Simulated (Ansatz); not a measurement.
# What LiBeF3 (model cell, started as cubic perovskite with Be in the octahedra) distorts into, part 2 of 3

Aim: this structure of LiBeF3 (model cell, started as cubic perovskite with Be in the octahedra) is to be tested for unstable modes, and one is followed downhill.

Ansatz 0.2.0; DFT PBE, scalar-relativistic, plane waves, PAW; PAW set soft_1.

So far, highest frequency on the path or at a solved wavevector (cm⁻¹): step 2 (response at finite wavevector) 705. Also lowest frequency on the path (cm⁻¹): step 2 -208.

The structure was built from a prototype and need not be the compound's stable phase.

**4. The mode frozen in, largest atomic shift 0.45 Å**

The atoms are moved along the unstable eigenvector, the largest shift by 0.45 Å, with the cell fixed.

input.yaml

```yaml
crystal:
  lattice:
    - [3.497342264, 0.0, 0.0]
    - [0.0, 3.497342264, -3.497342264]
    - [0.0, 6.994684528, 6.994684528]
  atoms:
    - { symbol: Li, position: [0.0, -0.0909828171, 0.0] }
    - { symbol: Li, position: [0.0, 0.5, 0.25] }
    - { symbol: Li, position: [0.0, 0.0909828171, 0.5] }
    - { symbol: Li, position: [0.0, 0.5, 0.75] }
    - { symbol: Be, position: [0.5, 0.0, 0.25] }
    - { symbol: Be, position: [0.5, 0.5243993752, 0.5] }
    - { symbol: Be, position: [0.5, 0.0, 0.75] }
    - { symbol: Be, position: [0.5, 0.4756006248, 0.0] }
    - { symbol: F, position: [0.5, 0.2604864782, 0.1256010257] }
    - { symbol: F, position: [0.5, 0.7395135218, 0.3743989743] }
    - { symbol: F, position: [0.5, 0.2395135218, 0.6243989743] }
    - { symbol: F, position: [0.5, 0.7604864782, 0.8756010257] }
    - { symbol: F, position: [0.5, 0.7604864782, 0.1243989743] }
    - { symbol: F, position: [0.5, 0.2395135218, 0.3756010257] }
    - { symbol: F, position: [0.5, 0.7395135218, 0.6256010257] }
    - { symbol: F, position: [0.5, 0.2604864782, 0.8743989743] }
    - { symbol: F, position: [0.0, 0.0, 0.25] }
    - { symbol: F, position: [0.0, 0.4839509261, 0.5] }
    - { symbol: F, position: [0.0, 0.0, 0.75] }
    - { symbol: F, position: [0.0, 0.5160490739, 0.0] }
kpoints:
  mp_grid: { grid: [6, 4, 2] }
hamiltonian:
  xc: pbe
  pseudopotentials: { kind: paw, azcp: { folder: soft_1 } }
scf:
  occupations: { method: gaussian, width: 0.02 }
output:
  forces: true
  stress: true
  eigenvalues: true
```

Command:

```
$ ansatz run input.yaml --threads 4 --pin off --max-ram 16384MiB --backend cpu --events-out ev --progress --plain --runs-dir out
```

Numbers of over 12 decimals in the logs are rounded to 6 here.

The program printed:

```text
[...]
Crystal: 20 atoms, lattice volume = 171.110 Å³
Basis set: ecut = 420 eV, 3379 PW (Γ), exchange–correlation on 48×72×144 points (8 copies of the dense FFT grid, shifted against one another)
Bands: 72, of which v1, the nominal top of the filled ones, is band 52 counted from 1 (51 counted from 0)
Symmetry: 8 space group operations
[...]
k-points: 24 of 48
[...]
k-point 0: bands = [... 48 lower, 1.4476, 1.6660, 1.6726, 2.1837, 9.7304, 11.3455, 11.5045, 13.6494, ... 5 higher]
  k-point 1: bands = [... 48 lower, 1.4794, 1.4794, 1.9882, 1.9882, 10.2272, 10.2272, 12.8275, 12.8275, ... 5 higher]
  k-point 2: bands = [... 48 lower, 1.3351, 1.3854, 1.4588, 1.9740, 10.2023, 11.5895, 11.7604, 12.9469, ... 5 higher]
  k-point 23: bands = [... 48 lower, 1.9784, 1.9784, 2.0971, 2.0971, 13.0777, 13.0777, 13.4605, 13.4605, ... 5 higher]
[key lines of the parts left out:]
SCF converged after 10 iterations
Free energy (F): -10913.813966 eV
Fermi energy:    5.966596 eV
P = ⅓ Tr σ = 1.3356 GPa (13.356 kbar)
```

Run time: 7.2 s. Hardware: 4 threads of Arm Neoverse V1, shared host; peak memory 0.68 GiB; 28 s of CPU time.

A gap read on the k-mesh alone can miss the band edges.

This step gave:

* pressure: 1.336 GPa
* gap on the k-mesh: 7.528 eV
* energy from the undistorted cell: -7.246 meV/atom

The energy, extrapolated to zero smearing, is -7.25 meV/atom against the undistorted cell.

**5. Energy along the mode, all amplitudes (two of the runs are shown above)**

An imaginary frequency means negative curvature, so the energy should fall and then rise again as anharmonic terms take over.

Numbers from this step:

```
depth at the lowest point sampled  : 7.246 meV/atom
largest atomic shift at that point : 0.45 Å
```

Energy from the parent against largest atomic shift:

| largest atomic shift (Å) | energy from the parent (meV/atom) |
| --- | --- |
| 0.000 | 0 |
| 0.040 | -0.097 |
| 0.080 | -0.385 |
| 0.140 | -1.15 |
| 0.220 | -2.69 |
| 0.320 | -5.03 |
| 0.450 | -7.25 |
| 0.600 | -3.61 |

Displacement at unit largest shift by atom:

```
atom  x (Å)   y (Å)   z (Å)   size
 Li1  0.000  -0.707   0.707  1.000
 Li2  0.000   0.000   0.000  0.000
 Li3  0.000   0.707  -0.707  1.000
 Li4  0.000   0.000   0.000  0.000
 Be5  0.000   0.000   0.000  0.000
 Be6  0.000   0.190  -0.190  0.269
 Be7  0.000   0.000   0.000  0.000
 Be8  0.000  -0.190   0.190  0.269
  F9  0.000   0.091  -0.072  0.116
 F10  0.000  -0.091   0.072  0.116
 F11  0.000  -0.091   0.072  0.116
 F12  0.000   0.091  -0.072  0.116
 F13  0.000   0.072  -0.091  0.116
 F14  0.000  -0.072   0.091  0.116
 F15  0.000  -0.072   0.091  0.116
 F16  0.000   0.072  -0.091  0.116
 F17  0.000   0.000   0.000  0.000
 F18  0.000  -0.125   0.125  0.177
 F19  0.000   0.000   0.000  0.000
 F20  0.000   0.125  -0.125  0.177
```

The lowest of the steps tried is at 0.45 Å, 7.25 meV/atom below the parent; the bottom of the well need not coincide with a step.

**6. Relaxing from the distorted cell**

Starting from the lowest point found, all atoms and the cell are let go, so that strain and other modes of the same symmetry can join in.

input.yaml, as its differences from that of step 4:

```diff
@@ -32,3 +32,3 @@
 scf:
-  occupations: { method: gaussian, width: 0.02 }
+  occupations: { method: fixed }
 output:
@@ -37 +37,6 @@
   eigenvalues: true
+relax:
+  adjacent_minimum: "off"
+  f_tol: 0.002
+  max_steps: 120
+  cell: { stress_tol: 0.03 }
```

The program printed:

```text
[...]
Crystal: 20 atoms, lattice volume = 171.110 Å³
Basis set: ecut = 420 eV, 3379 PW (Γ), exchange–correlation on 48×72×144 points (8 copies of the dense FFT grid, shifted against one another)
Bands: 72, of which v1, the nominal top of the filled ones, is band 52 counted from 1 (51 counted from 0)
Symmetry: 8 space group operations
[...]
k-points: 24 of 48
[...]
SCF iter   1: F=—  HF=-10913.620129 eV  |F-HF|=—  |Δ(HF+E_count)|=         —  Δρ=6.50e-2  dr2=4.52e0  ethr=3.10e-3  ⟨swp⟩=4.8  Hψ=6249  notcnv=0  defer=406
[...]
SCF iter  10: F=-10913.813966 eV  HF=-10913.813966 eV  |F-HF|=1.01e-8  |Δ(HF+E_count)|=   6.36e-8  Δρ=1.90e-6  dr2=5.37e-9  ethr=9.62e-11  ⟨swp⟩=2.2  Hψ=5496  notcnv=0
SCF 1 converged in 10 iterations: F = -10913.813966 eV  dr2 = 5.37e-9
[...]
relax step   1: F+E_penalty+E_count = -10913.81396581 eV  Δ(F+E_penalty+E_count) = +0.000e0 eV  max|allowed force component| = 1.453e-1 eV/Å  Δτ_max = 0.0000 Å  P = +1.336 GPa  Ω = 171.110 Å³  (10 SCF iters, dr2 threshold 1.00e-7 eV, accepted)
Crystal: 20 atoms, lattice volume = 172.277 Å³
Basis set: ecut = 420 eV, 3371 PW (Γ), exchange–correlation on 48×72×144 points (8 copies of the dense FFT grid, shifted against one another)
[...]
iter 1 solved again at ethr=2.74e-6 eV; its pass at ethr=3.10e-3 eV (dr2=2.85e-3 eV) is discarded
[...]
SCF iter   5: F=-10913.836055 eV  HF=-10913.836055 eV  |F-HF|=2.38e-7  |Δ(HF+E_count)|=   4.33e-6  Δρ=1.86e-5  dr2=3.73e-7  ethr=1.92e-9  ⟨swp⟩=10.8  Hψ=8579  notcnv=0
SCF 2 converged in 5 iterations: F = -10913.836055 eV  dr2 = 3.73e-7
relax step   2: F+E_penalty+E_count = -10913.83605536 eV  Δ(F+E_penalty+E_count) = -2.209e-2 eV  max|allowed force component| = 1.096e-1 eV/Å  Δτ_max = 0.0217 Å  P = +0.614 GPa  Ω = 172.277 Å³  energy of the carried Pulay correction = -3.185e-3 eV  (5 SCF iters, dr2 threshold 2.00e-6 eV, accepted)
Crystal: 20 atoms, lattice volume = 174.076 Å³
Basis set: ecut = 420 eV, 3443 PW (Γ), exchange–correlation on 48×72×144 points (8 copies of the dense FFT grid, shifted against one another)
[...]
SCF iter   6: F=-10913.865436 eV  HF=-10913.865435 eV  |F-HF|=4.85e-7  |Δ(HF+E_count)|=   3.86e-7  Δρ=1.61e-5  dr2=2.78e-7  ethr=1.92e-9  ⟨swp⟩=11.5  Hψ=9093  notcnv=0
SCF 3 converged in 6 iterations: F = -10913.865436 eV  dr2 = 2.78e-7
relax step   3: F+E_penalty+E_count = -10913.86543575 eV  Δ(F+E_penalty+E_count) = -2.938e-2 eV  max|allowed force component| = 1.875e-1 eV/Å  Δτ_max = 0.0285 Å  P = -0.393 GPa  Ω = 174.076 Å³  energy of the carried Pulay correction = -8.051e-3 eV  (6 SCF iters, dr2 threshold 2.00e-6 eV, accepted)
[... from here on, the SCF cycles and remarks between the steps are left out ...]
relax step   4: F+E_penalty+E_count = -10914.02543789 eV  Δ(F+E_penalty+E_count) = -1.600e-1 eV  max|allowed force component| = 3.943e-1 eV/Å  Δτ_max = 0.1540 Å  P = -0.882 GPa  Ω = 177.360 Å³  energy of the carried Pulay correction = -1.681e-2 eV  (7 SCF iters, dr2 threshold 2.00e-6 eV, accepted)
relax step   5: F+E_penalty+E_count = -10914.20641305 eV  Δ(F+E_penalty+E_count) = -1.810e-1 eV  max|allowed force component| = 4.632e-1 eV/Å  Δτ_max = 0.1952 Å  P = +0.804 GPa  Ω = 180.431 Å³  energy of the carried Pulay correction = -2.484e-2 eV  (7 SCF iters, dr2 threshold 2.00e-6 eV, accepted)
relax step   6: F+E_penalty+E_count = -10913.84632471 eV  Δ(F+E_penalty+E_count) = +3.601e-1 eV  max|allowed force component| = 1.350e0 eV/Å  Δτ_max = 0.1487 Å  P = +6.856 GPa  Ω = 178.980 Å³  energy of the carried Pulay correction = -2.106e-2 eV  (7 SCF iters, dr2 threshold 2.00e-6 eV, rejected (line search))
relax step   7: F+E_penalty+E_count = -10914.30615808 eV  Δ(F+E_penalty+E_count) = -9.975e-2 eV  max|allowed force component| = 2.158e-1 eV/Å  Δτ_max = 0.0743 Å  P = +0.723 GPa  Ω = 182.324 Å³  energy of the carried Pulay correction = -2.973e-2 eV  (11 SCF iters, accepted)
relax step   8: F+E_penalty+E_count = -10914.31366355 eV  Δ(F+E_penalty+E_count) = -7.505e-3 eV  max|allowed force component| = 1.428e-1 eV/Å  Δτ_max = 0.0625 Å  P = -0.464 GPa  Ω = 186.311 Å³  energy of the carried Pulay correction = -3.985e-2 eV  (6 SCF iters, dr2 threshold 2.00e-6 eV, accepted)
relax step   9: F+E_penalty+E_count = -10914.32913092 eV  Δ(F+E_penalty+E_count) = -1.547e-2 eV  max|allowed force component| = 6.266e-2 eV/Å  Δτ_max = 0.0251 Å  P = +0.113 GPa  Ω = 184.787 Å³  energy of the carried Pulay correction = -3.601e-2 eV  (6 SCF iters, dr2 threshold 2.00e-6 eV, accepted)
relax step  10: F+E_penalty+E_count = -10914.33009317 eV  Δ(F+E_penalty+E_count) = -9.623e-4 eV  max|allowed force component| = 7.400e-3 eV/Å  Δτ_max = 0.0086 Å  P = -0.028 GPa  Ω = 185.025 Å³  energy of the carried Pulay correction = -3.661e-2 eV  (5 SCF iters, dr2 threshold 3.73e-7 eV, accepted)
relax step  11: F+E_penalty+E_count = -10914.33017860 eV  Δ(F+E_penalty+E_count) = -8.543e-5 eV  max|allowed force component| = 3.900e-3 eV/Å  Δτ_max = 0.0053 Å  P = -0.009 GPa  Ω = 185.025 Å³  energy of the carried Pulay correction = -3.661e-2 eV  (7 SCF iters, dr2 threshold 9.27e-9 eV, accepted)
relax step  12: F+E_penalty+E_count = -10914.33022818 eV  Δ(F+E_penalty+E_count) = -4.958e-5 eV  max|allowed force component| = 1.559e-3 eV/Å  Δτ_max = 0.0007 Å  P = -0.001 GPa  Ω = 185.012 Å³  energy of the carried Pulay correction = -3.658e-2 eV  (7 SCF iters, dr2 threshold 9.50e-10 eV, accepted)
relax step  13: F+E_penalty+E_count = -10914.56474789 eV  Δ(F+E_penalty+E_count) = -2.345e-1 eV  max|allowed force component| = 4.698e-3 eV/Å  Δτ_max = 0.0000 Å  P = +1.938 GPa  Ω = 185.012 Å³  stress off target by 4.05e0 GPa  SCF on the basis re-selected at this cell (its energy is not comparable with the rows above)  (9 SCF iters)
relax step  14: F+E_penalty+E_count = -10914.70861982 eV  Δ(F+E_penalty+E_count) = -1.439e-1 eV  max|allowed force component| = 1.694e-1 eV/Å  Δτ_max = 0.0423 Å  P = +0.804 GPa  Ω = 191.419 Å³  energy of the carried Pulay correction = -1.641e-2 eV  (6 SCF iters, dr2 threshold 2.00e-6 eV, accepted)
relax step  15: F+E_penalty+E_count = -10914.74564833 eV  Δ(F+E_penalty+E_count) = -3.703e-2 eV  max|allowed force component| = 1.212e-1 eV/Å  Δτ_max = 0.0468 Å  P = +0.494 GPa  Ω = 197.526 Å³  energy of the carried Pulay correction = -3.162e-2 eV  (6 SCF iters, dr2 threshold 2.00e-6 eV, accepted)
[...]
relax step  95: F+E_penalty+E_count = -10915.32289431 eV  Δ(F+E_penalty+E_count) = +2.803e-3 eV  max|allowed force component| = 3.455e-3 eV/Å  Δτ_max = 0.0131 Å  P = +0.001 GPa  Ω = 309.456 Å³  energy of the carried Pulay correction = -3.551e-3 eV  (7 SCF iters, dr2 threshold 1.35e-8 eV, accepted)
relax step  96: F+E_penalty+E_count = -10915.31477921 eV  Δ(F+E_penalty+E_count) = +8.115e-3 eV  max|allowed force component| = 1.672e-1 eV/Å  Δτ_max = 0.0156 Å  P = +0.252 GPa  Ω = 309.228 Å³  energy of the carried Pulay correction = -3.180e-3 eV  (8 SCF iters, dr2 threshold 7.46e-10 eV, rejected (line search))
relax step  97: F+E_penalty+E_count = -10915.32253056 eV  Δ(F+E_penalty+E_count) = +3.637e-4 eV  max|allowed force component| = 1.122e-3 eV/Å  Δτ_max = 0.0014 Å  P = -0.001 GPa  Ω = 309.687 Å³  energy of the carried Pulay correction = -3.941e-3 eV  (9 SCF iters, accepted)
relax step  98: F+E_penalty+E_count = -10915.32717050 eV  Δ(F+E_penalty+E_count) = -4.640e-3 eV  max|allowed force component| = 9.523e-4 eV/Å  Δτ_max = 0.0000 Å  P = +0.011 GPa  Ω = 309.687 Å³  stress off target by 5.09e-2 GPa  SCF on the basis re-selected at this cell (its energy is not comparable with the rows above)  (6 SCF iters)
relax step  99: F+E_penalty+E_count = -10915.32435686 eV  Δ(F+E_penalty+E_count) = +2.814e-3 eV  max|allowed force component| = 5.759e-3 eV/Å  Δτ_max = 0.0121 Å  P = -0.001 GPa  Ω = 311.721 Å³  energy of the carried Pulay correction = -3.234e-3 eV  (7 SCF iters, dr2 threshold 6.48e-9 eV, accepted)
relax step 100: F+E_penalty+E_count = -10915.32337084 eV  Δ(F+E_penalty+E_count) = +9.860e-4 eV  max|allowed force component| = 5.527e-2 eV/Å  Δτ_max = 0.0041 Å  P = -0.039 GPa  Ω = 311.396 Å³  energy of the carried Pulay correction = -2.699e-3 eV  (7 SCF iters, dr2 threshold 2.07e-9 eV, rejected (line search))
relax step 101: F+E_penalty+E_count = -10915.32451101 eV  Δ(F+E_penalty+E_count) = -1.542e-4 eV  max|allowed force component| = 1.935e-4 eV/Å  Δτ_max = 0.0006 Å  P = +0.001 GPa  Ω = 311.639 Å³  energy of the carried Pulay correction = -3.100e-3 eV  (8 SCF iters, accepted)
relax step 102: F+E_penalty+E_count = -10915.32768936 eV  Δ(F+E_penalty+E_count) = -3.178e-3 eV  max|allowed force component| = 1.839e-4 eV/Å  Δτ_max = 0.0000 Å  P = +0.009 GPa  Ω = 311.639 Å³  stress off target by 3.60e-2 GPa  SCF on the basis re-selected at this cell (its energy is not comparable with the rows above)  (6 SCF iters)
relax step 103: F+E_penalty+E_count = -10915.32683732 eV  Δ(F+E_penalty+E_count) = +8.520e-4 eV  max|allowed force component| = 1.501e-4 eV/Å  Δτ_max = 0.0038 Å  P = +0.005 GPa  Ω = 312.279 Å³  energy of the carried Pulay correction = -1.002e-3 eV  (7 SCF iters, dr2 threshold 3.24e-9 eV, accepted)
relax step 104: F+E_penalty+E_count = -10915.32818129 eV  Δ(F+E_penalty+E_count) = -1.344e-3 eV  max|allowed force component| = 1.596e-4 eV/Å  Δτ_max = 0.0000 Å  P = +0.009 GPa  Ω = 312.279 Å³  stress off target by 3.02e-2 GPa  SCF on the basis re-selected at this cell (its energy is not comparable with the rows above)  (6 SCF iters)
relax step 105: F+E_penalty+E_count = -10915.32644303 eV  Δ(F+E_penalty+E_count) = +1.738e-3 eV  max|allowed force component| = 2.054e-2 eV/Å  Δτ_max = 0.0050 Å  P = -0.035 GPa  Ω = 313.378 Å³  energy of the carried Pulay correction = -1.705e-3 eV  (7 SCF iters, dr2 threshold 2.29e-9 eV, rejected (line search))
relax step 106: F+E_penalty+E_count = -10915.32744009 eV  Δ(F+E_penalty+E_count) = +7.412e-4 eV  max|allowed force component| = 1.461e-3 eV/Å  Δτ_max = 0.0029 Å  P = +0.001 GPa  Ω = 312.831 Å³  energy of the carried Pulay correction = -8.486e-4 eV  (8 SCF iters, accepted)
[...]
SCF iter   6: F=-10915.328176 eV  HF=-10915.328176 eV  |F-HF|=1.46e-11  |Δ(HF+E_count)|=  4.18e-11  Δρ=6.50e-8  dr2=5.69e-12  ethr=1.00e-12  ⟨swp⟩=4.0  Hψ=4855  notcnv=0
SCF 107 converged in 6 iterations: F = -10915.328176 eV  dr2 = 5.69e-12
relax step 107: F+E_penalty+E_count = -10915.32817600 eV  Δ(F+E_penalty+E_count) = -7.359e-4 eV  max|allowed force component| = 1.478e-3 eV/Å  Δτ_max = 0.0000 Å  P = +0.003 GPa  Ω = 312.831 Å³  stress off target by 2.15e-2 GPa  SCF on the basis re-selected at this cell (its energy is not comparable with the rows above)  (6 SCF iters)
[...]
SCF converged after 6 iterations
Free energy (F): -10915.328176 eV
[...]
Internal energy: -10915.328176 eV  (E = F + TS)
E sigma→0 (E₀):  -10915.328176 eV
Fermi energy:    -1.713930 eV
[...]
--- Forces (eV/Å), atoms counted from 1 ---
  atom   1  Li     0.00000000     0.00068833    -0.00068833
  atom   2  Li     0.00000000     0.00000000     0.00000000
  atom   3  Li    -0.00000000    -0.00068833     0.00068833
  atom   4  Li    -0.00000000     0.00000000     0.00000000
  atom   5  Be     0.00000000    -0.00000000     0.00000000
  atom   6  Be    -0.00000000    -0.00080301     0.00080301
  atom   7  Be     0.00000000     0.00000000     0.00000000
  atom   8  Be     0.00000000     0.00080301    -0.00080301
  atom   9  F     -0.00000000     0.00147837     0.00062079
  atom  10  F      0.00000000    -0.00147837    -0.00062079
  atom  11  F     -0.00000000     0.00048183     0.00078696
  atom  12  F      0.00000000    -0.00048183    -0.00078696
  atom  13  F     -0.00000000     0.00078696     0.00048183
  atom  14  F      0.00000000    -0.00078696    -0.00048183
  atom  15  F     -0.00000000     0.00062079     0.00147837
  atom  16  F      0.00000000    -0.00062079    -0.00147837
  atom  17  F      0.00000000     0.00000000    -0.00000000
  atom  18  F      0.00000000     0.00118596    -0.00118596
  atom  19  F      0.00000000     0.00000000     0.00000000
  atom  20  F     -0.00000000    -0.00118596     0.00118596
  max |Σ_I F_I| component: 6.51e-19 eV/Å
--- Stress (GPa, compression-positive) ---
       -0.007409      -0.000000       0.000000
       -0.000000       0.008827      -0.012715
        0.000000      -0.012715       0.008827
  P = ⅓ Tr σ = 0.0034 GPa (0.034 kbar)
--- Band table (eV; the first three rows and the last of 24) ---
  k-point 0: bands = [... 48 lower, -2.3692, -2.3133, -2.1645, -2.0201, 3.4304, 4.6051, 4.9325, 5.4564, ... 16 higher]
  k-point 1: bands = [... 48 lower, -2.3296, -2.3296, -2.1137, -2.1137, 3.8309, 3.8309, 5.1866, 5.1866, ... 16 higher]
  k-point 2: bands = [... 48 lower, -2.3693, -2.3133, -2.1647, -2.0201, 3.5570, 4.3689, 5.0072, 5.3110, ... 16 higher]
  k-point 23: bands = [... 48 lower, -2.4414, -2.4414, -1.8152, -1.8152, 6.5438, 6.5438, 7.4913, 7.4913, ... 16 higher]
--- Relaxed structure (89 steps of the walk, 78 accepted, 18 SCFs on fresh bases) ---
  F+E_penalty+E_count = -10915.32817600 eV   max|allowed force component| = 1.478e-3 eV/Å   (the final SCF, on the basis selected at the relaxed cell)
  cell:  # Å, volume = 312.8305 Å³
    - [3.056323, 0, 0]
    - [0, 6.942380, -6.942380]
    - [0, 7.371764, 7.371764]
  atoms:
    - { symbol: Li, position: [0, -0.124316, 0.0] }
    - { symbol: Li, position: [0, 0.5, 0.25] }
    - { symbol: Li, position: [0, 0.124316, 0.5] }
    - { symbol: Li, position: [0, 0.500000, 0.750000] }
    - { symbol: Be, position: [0.5, 0.0, 0.25] }
    - { symbol: Be, position: [0.5, 0.411525, 0.500000] }
    - { symbol: Be, position: [0.5, 0.0, 0.75] }
    - { symbol: Be, position: [0.5, 0.588475, 0.0] }
    - { symbol: F, position: [0.5, 0.509325, 0.127189] }
    - { symbol: F, position: [0.5, 0.490675, 0.372811] }
    - { symbol: F, position: [0.5, 0.102502, 0.622216] }
    - { symbol: F, position: [0.5, 0.897498, 0.877784] }
    - { symbol: F, position: [0.5, 0.897498, 0.122216] }
    - { symbol: F, position: [0.5, 0.102502, 0.377784] }
    - { symbol: F, position: [0.5, 0.490675, 0.627189] }
    - { symbol: F, position: [0.5, 0.509325, 0.872811] }
    - { symbol: F, position: [0, 0.0, 0.25] }
    - { symbol: F, position: [0, 0.335344, 0.500000] }
    - { symbol: F, position: [0, 0.0, 0.75] }
    - { symbol: F, position: [0, 0.664656, 0.0] }
```

Wall time 16 min (4 threads); peak memory 1.1 GiB.

[end of part 2 of 3]

[Logs are printed without paths, hosts, clocks, repeated set-up lines and the standing remarks that a program may print on its own settings, such as how far it seeks lower states.]

[Hosts, paths, dates, database ids (printed as entryN), source tags and the programs' standing remarks are cut or masked in the printed files.]
